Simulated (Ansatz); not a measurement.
# SrLiH3 (model cell, started as cubic perovskite with Sr in the octahedra): phonons and vibrational spectra, part 2 of 2

How does SrLiH3 (model cell, started as cubic perovskite with Sr in the octahedra) vibrate, and is this structure a minimum?

Ansatz 0.2.0; DFT PBEsol, scalar-relativistic, plane waves, PAW.

So far. Step 4 (Relaxing to small forces for the phonons): The forces vanish by symmetry and the pressure is -0.003 GPa, within the tolerances set. The cell now holds 19.37 Å³/atom. Step 5 (Zone-centre response): Before it was imposed, the acoustic sum rule was missed by 4.2e-5 eV/Å² and the charge sum rule by 0.0041 e. Small misses are needed for a sound result but don't prove that mesh and cutoff are converged. The relaxed cell has a = 4.592 Å (conventional setting).

The structure was built from a prototype and need not be the compound's stable phase.

### Step 6. Phonons on a q mesh

Stability and thermal properties need the whole zone. Linear response on a 4×4×4 q mesh gives force constants as far as a supercell of that size would, and the tensors from the zone-centre run are typed in so that the long-range dipole term is interpolated apart.

File input.yaml:

```yaml
crystal:
  lattice:
    - [4.5923772974, 0.0, 0.0]
    - [0.0, 4.5923772974, 0.0]
    - [0.0, 0.0, 4.5923772974]
  atoms:
    - { symbol: Li, position: [0.0, 0.0, 0.0] }
    - { symbol: Sr, position: [0.5, 0.5, 0.5] }
    - { symbol: H, position: [0.5, 0.5, 0.0] }
    - { symbol: H, position: [0.5, 0.0, 0.5] }
    - { symbol: H, position: [0.0, 0.5, 0.5] }
kpoints:
  mp_grid: { grid: [8, 8, 8] }
hamiltonian:
  xc: pbesol
scf:
  occupations: { method: fixed }
output:
  eigenvalues: true
phonons:
  method: dfpt
  qmesh: [4, 4, 4]
  temperatures: { t_max: 1000, t_step: 50 }
  qpath:
    path:
      - [[0.0, 0.0, 0.0], [0.0, 0.5, 0.0], [0.5, 0.5, 0.0], [0.0, 0.0, 0.0], [0.5, 0.5, 0.5], [0.0, 0.5, 0.0]]
      - [[0.5, 0.5, 0.5], [0.5, 0.5, 0.0]]
    npoints: 10
  non_analytic_term:
    high_frequency_dielectric_tensor: [[3.8409, 0.0, 0.0], [0.0, 3.8409, 0.0], [0.0, 0.0, 3.8409]]
    born_effective_charges:
      - { species: Li, tensor: [[1.4242, 0.0, 0.0], [0.0, 1.4242, 0.0], [0.0, 0.0, 1.4242]] }
      - { species: Sr, tensor: [[1.5973, 0.0, 0.0], [0.0, 1.5973, 0.0], [0.0, 0.0, 1.5973]] }
      - { species: H, tensor: [[-1.0177, 0.0, 0.0], [0.0, -1.0177, 0.0], [0.0, 0.0, -0.9862]] }
      - { species: H, tensor: [[-1.0177, 0.0, 0.0], [0.0, -0.9862, 0.0], [0.0, 0.0, -1.0177]] }
      - { species: H, tensor: [[-0.9862, 0.0, 0.0], [0.0, -1.0177, 0.0], [0.0, 0.0, -1.0177]] }
    source: "zone-centre run at this cell"
```

Launch:

```
$ ansatz run input.yaml --threads 8 --pin off --max-ram 14336MiB --backend cpu --events-out ev --progress --plain --runs-dir out
```

The job ended after 2 min (8 threads of Arm Neoverse V2, shared host; peak memory 1.5 GiB; 15 min of CPU time).

Numbers from this step:

```
sum-rule residual before enforcement                    : 7.77e-5 eV/Å²
lowest frequency on the path                            : -559.6 cm⁻¹
highest frequency on the path or at a solved wavevector : 1389 cm⁻¹
lowest mode on the q mesh (acoustic modes at Γ apart)   : -559.6 cm⁻¹
```

Frequencies (cm⁻¹) solved at each irreducible wavevector; negative means imaginary. Frequencies by wavevector, by row:

```
q in reciprocal lattice units  star  mode 1  mode 2  mode 3  mode 4  mode 13  mode 14  mode 15
                        0 0 0     1    -421    -421    -421  -418.9     1287     1287     1287
                     0 0 0.25     6  -409.6  -409.6  -380.7  -380.7     1287     1287     1351
                     0 0 -0.5     3  -396.7  -396.7    -347    -347     1286     1286     1363
                  0 0.25 0.25    12  -478.1  -380.4  -370.6  -356.9     1286     1296     1357
                  0 0.25 -0.5    12  -495.1  -370.4  -340.8  -323.3     1286     1299     1367
                  0 -0.5 -0.5     3  -553.4  -361.6  -361.6  -282.2     1286     1307     1376
               0.25 0.25 0.25     8  -491.7  -465.4  -465.4  -280.3     1296     1296     1363
               0.25 0.25 -0.5    12  -508.6  -478.6  -471.7  -294.2     1295     1300     1372
               0.25 -0.5 -0.5     6  -556.5  -495.6  -495.6  -283.3     1297     1306     1381
               -0.5 -0.5 -0.5     1  -559.6  -559.6  -559.6  -280.4     1306     1306     1388
```

Interpolated from a 4×4×4 q mesh, with the LO-TO term (at Γ the limit along the path; where Γ stands inside the path, tables give the limit on arrival). Phonon branches along the path, in cm⁻¹:

```
    point  branch 1  branch 2  branch 3  branch 4  branch 12  branch 13  branch 14  branch 15
        Γ      -421      -421      -421      -419        412       1287       1287       1341
  halfway      -410      -410      -381      -381        432       1287       1287       1351
        X      -397      -397      -347      -347        452       1286       1286       1363
  halfway      -495      -370      -341      -323        473       1286       1299       1367
        M      -553      -362      -362      -282        488       1286       1307       1376
  halfway      -478      -380      -371      -357        451       1286       1296       1357
        Γ      -421      -421      -421      -419        412       1287       1287       1341
  halfway      -492      -465      -465      -280        469       1296       1296       1363
        R      -560      -560      -560      -280        523       1306       1306       1388
  halfway      -509      -479      -472      -294        491       1295       1300       1372
        X      -397      -397      -347      -347        452       1286       1286       1363
jump to R      -560      -560      -560      -280        523       1306       1306       1388
  halfway      -556      -496      -496      -283        507       1297       1306       1381
        M      -553      -362      -362      -282        488       1286       1307       1376
```

The phonon density of states has structure finer than the step of the table below, so its rows give means over 100 cm⁻¹, whole bins alone (the curve runs from -570 to 1390 cm⁻¹). Peaks (cm⁻¹: height): -410.0: 0.0272, -290.0: 0.0411, 130.0: 0.0404, 470.0: 0.0204, 1290.0: 0.0776, 1370.0: 0.0339.

Tetrahedra on a 16×16×16 mesh, mean over bins of 20 cm-1. Interpolated from a 4×4×4 q mesh. The phonon density of states by wavenumber; means over each step:

```
wavenumber (cm⁻¹)  phonon density of states (1/cm⁻¹/cell)
             -500                                  0.0117
             -400                                  0.0196
             -300                                  0.0181
             -200                                 0.00223
             -100                                 0.00239
                0                                 0.00404
              100                                  0.0283
              200                                 0.00629
              300                                 0.00718
              400                                 0.00902
              500                                  0.0102
              600                                       0
              700                                       0
              800                                       0
              900                                       0
             1000                                       0
             1100                                       0
             1200                                       0
             1300                                  0.0213
```

The partial phonon density of states has structure finer than the step of the table below, so its rows give means over 50 cm⁻¹, whole bins alone (the curve runs from -568 to 1439 cm⁻¹). Peaks (cm⁻¹: height): H -403.6: 0.0193, 467.4: 0.0167, 1287.9: 0.0471, 1363.6: 0.0227; Li -290.0: 0.0176, 126.6: 0.00473, 240.2: 0.00455; Sr 126.6: 0.0293.

Phonopy on the run's constants, 13x13x13 mesh, Gaussian sigma 14.3 cm-1. Interpolated from a 4×4×4 q mesh. Partial phonon density of states against wavenumber; means over each step; values in 1/cm⁻¹/cell:

```
wavenumber (cm⁻¹)        H       Li       Sr
             -500   0.0116   2.1e-4   4.7e-6
             -450   0.0145  0.00106   1.7e-5
             -400   0.0183  0.00331   3.0e-5
             -350   0.0107  0.00328   1.4e-5
             -300   0.0114   0.0119   2.3e-5
             -250  0.00248  0.00554   9.5e-6
             -200   2.6e-4  0.00202   1.6e-5
             -150   2.7e-4  0.00253   4.7e-5
             -100   2.9e-4  0.00226   1.1e-4
              -50   1.6e-4  0.00107   1.6e-4
                0   1.1e-4   5.3e-4  0.00128
               50   5.2e-4  0.00177   0.0131
              100   9.6e-4  0.00304   0.0263
              150  0.00119  0.00359   0.0165
              200  0.00112  0.00264   5.3e-4
              250  0.00249  0.00401   4.2e-4
              300  0.00328  0.00332   3.1e-4
              350  0.00457  0.00316   2.9e-4
              400  0.00568  0.00221   2.0e-4
              450   0.0129  0.00142   3.1e-4
              500  0.00985  0.00105   1.2e-4
              550   5.4e-4   8.7e-5   1.1e-6
              600        0        0        0
              650        0        0        0
              700        0        0        0
              750        0        0        0
              800        0        0        0
              850        0        0        0
              900        0        0        0
              950        0        0        0
             1000        0        0        0
             1050        0        0        0
             1100        0        0        0
             1150        0        0        0
             1200   1.2e-7        0        0
             1250  0.00501        0   3.7e-5
             1300   0.0337        0   1.9e-4
             1350   0.0148   1.4e-5   4.6e-5
             1400  0.00610   1.6e-6   1.1e-5
```

Symmetry leaves 10 wavevectors to solve. The lowest mode among them, the acoustic zeros apart, lies at q = (-0.5, -0.5, -0.5) and is imaginary, 559.6i cm⁻¹, so the energy falls along it.

### Step 7. Summary of results

```yaml
space_group_after_relaxation_within_0p01_a: Pm-3m
volume_per_atom: 19.4 Å³
gap_on_the_k_mesh: 1.66 eV
highest_optical_mode_at_the_zone_centre_no_lo_to_term: 1287 cm⁻¹
top_of_the_zone_centre_spectrum_with_the_field: 1341 cm⁻¹
lowest_optical_zone_centre_mode: -421 cm⁻¹
mean_high_frequency_dielectric_constant: 3.84
largest_born_charge_third_of_the_trace: 1.60 e
lowest_mode_on_the_q_mesh_acoustic_modes_at_gamma_apart: -560 cm⁻¹
highest_frequency_on_the_path_or_at_a_solved_wavevector: 1389 cm⁻¹
imaginary_modes_on_the_4x4x4_q_mesh: yes
```

In words: Modes are clearly imaginary (beyond 10i cm⁻¹) at 10 of the 10 irreducible wavevectors, most at q = (-0.5, -0.5, -0.5) (559.6i cm⁻¹), so this structure is not a minimum of the energy. Without the field, the optical modes at Γ span -421 to 1287 cm⁻¹ (negative means imaginary). The highest mode in this list at Γ, 1287.2 cm⁻¹, is mostly motion of H (99 % of the kinetic energy). With the macroscopic field of the longitudinal modes the top of the zone-centre spectrum lies at 1341 cm⁻¹, against 1287 cm⁻¹ without it. Among the real modes, the strongest infrared line is at 1287 cm⁻¹. The starting cell was built on a prototype and not taken from a measurement, so the phase need not exist. These are harmonic frequencies at zero temperature: anharmonic shifts, linewidths and thermal expansion are left out.

[Logs are printed without paths, hosts, clocks, repeated set-up lines and the standing remarks that a program may print on its own settings, such as how far it seeks lower states.]

[Hosts, paths, dates, database ids (printed as entryN), source tags and the programs' standing remarks are cut or masked in the printed files.]
